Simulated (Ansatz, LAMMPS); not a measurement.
# Amorphous carbon at 3.25 g/cm^3 (96 atoms): relaxed cell and levels of theory

What does this cell relax to, and how do the Kohn-Sham gap, forces and pressure change with k-mesh and functional?

Calculated with Ansatz 0.2.0: Kohn-Sham DFT, PBE, PAW (set soft_2), plane waves; cutoff 420 eV, Γ point, fermi-dirac smearing of 0.025 eV.

In doubt: the hybrid run may have settled on a false gap or state (Ansatz), so the values of those runs are not to be relied on; a hybrid on one k-point of a small cell (Ansatz), which bears on gaps and moments.

**The cell**

Density at the start: 3.25 g/cm³. The cell holds 96 atoms: 96 C. Its edges and angles: a = 8.383 Å, b = 8.383 Å, c = 8.383 Å, α = 90.0°, β = 90.0°, γ = 90.0°. 96 atoms (96 C) placed at random at 3.25 g/cm³, melted at 6000 K for 10 ps at fixed volume with the LCBOP (Los and Fasolino, Phys. Rev. B 68, 024107 (2003)). Quenched from 6000 K to 300 K at 200 K/ps and fixed volume, held 5 ps, then minimised at fixed cell.

The atoms were relaxed with PBE. The walk converged after 23 steps, with a largest force component of 0.0355 eV/Å; it began at an r.m.s. force component of 1.1 eV/Å. The energy fell by 348.1 meV an atom.

The input of the reference single point:

```yaml
crystal:
  lattice:
    - [8.3831, 0.0, 0.0]
    - [0.0, 8.3831, 0.0]
    - [0.0, 0.0, 8.3831]
  atoms:
    - { symbol: C, position: [0.96955, 0.57943, 0.94266] }
    - { symbol: C, position: [0.43343, 0.14816, 0.55333] }
    - { symbol: C, position: [0.55979, 0.34268, 0.74428] }
    - { symbol: C, position: [0.26522, 0.79494, 0.53225] }
    [... 90 atom lines left out ...]
    - { symbol: C, position: [0.88045, 0.70027, 0.30738] }
    - { symbol: C, position: [0.47575, 0.82267, 0.35977] }
kpoints:
  mp_grid: { grid: [1, 1, 1] }
hamiltonian:
  xc: pbe
scf:
  occupations: { method: fermi_dirac, width: 0.025 }
output:
  forces: true
  stress: true
  populations: true
  dos:
    method: { smearing: { sigma: 0.08 } }
    de: 0.05
    projected: { site_lists: { C: [C] } }
  eigenvalues: true
  write_density: true
  write_potential: true
  volumetric_format: npy
```

**Bonds after relaxation**

Bonds by pair of elements; cutoffs follow the first minimum of g(r), held within bounds set by covalent radii, and pairs that aren't listed don't count as bonded:

```tsv
pair A-B	cutoff (Å)	bonds	mean length (Å)	spread (Å)	shortest (Å)	B about A	A about B
C-C	1.85	173	1.51	0.098	1.29	3.60	3.60
```

How many atoms have how many bonded neighbours:

```tsv
element	mean	3	4
C	3.60	38	58
```

**Levels of theory**

Single points at the relaxed geometry:

```
functional  k-mesh  Kohn-Sham gap (eV)  pressure (GPa)  r.m.s. force component (eV/Å)  SCF cycles   time
       PBE   1×1×1               0.259           27.96                          0.008           7  3.4 s
       PBE   2×2×2             0.093 †           27.98                          0.150           7   26 s
    r2SCAN   1×1×1               0.296           24.49                          0.133          10   11 s
    PBEsol   1×1×1               0.248           22.09                          0.046           8  3.5 s
```

The gap is that between the highest filled and lowest empty Kohn-Sham level on the run's k-points; † or a dash marks runs with no clear gap, where levels at the Fermi energy are far from full or empty or nearly touch. Cutoffs: 420 eV for PBE and PBEsol; 500 eV for r2SCAN. Times come from shared hosts and are rough.

**Findings**

By these cutoffs 60 % of C atoms have 4 neighbours. The Kohn-Sham gap is 0.26 eV with PBE on the 1×1×1 mesh, and the denser mesh shows no clear gap. On the reference's mesh the gap changes with r2SCAN by +0.04 eV and PBEsol by -0.01 eV. Against the reference the pressure changes with r2SCAN by -3.5 GPa and PBEsol by -5.9 GPa; a negative change means that the functional would take a smaller volume. The denser mesh moves the energy by +4.8 meV/atom and the pressure by +0.02 GPa. On it the r.m.s. force component is 0.150 eV/Å against 0.008, so the geometry is at rest on the reference mesh alone.

Limits: 1 converged run is left out of the tables as doubtful (a hybrid that may have settled on a false gap or state, or a run that ended in another magnetic state). All single points share the geometry relaxed with PBE. The density was set when the cell was made, as one point of a scan, and needn't be that of the real material. One sample; tail or defect levels can set the gap of a disordered cell. The quench rate of 200 K/ps is many orders above laboratory rates, so the cell is likely richer in defects and strain than a real sample. The network of bonds at the start is that of the classical potential that made the cell, and needn't be the one that DFT or experiment would give.

[Long decimals in the printed logs are rounded to 6 places.]

[Logs are printed without paths, hosts, clocks, repeated set-up lines and the standing remarks that a program may print on its own settings, such as how far it seeks lower states.]

[Hosts, paths, dates, database ids (printed as entryN), source tags and the programs' standing remarks are cut or masked in the printed files.]

[Runs of further levels or settings that didn't converge aren't in the tables.]
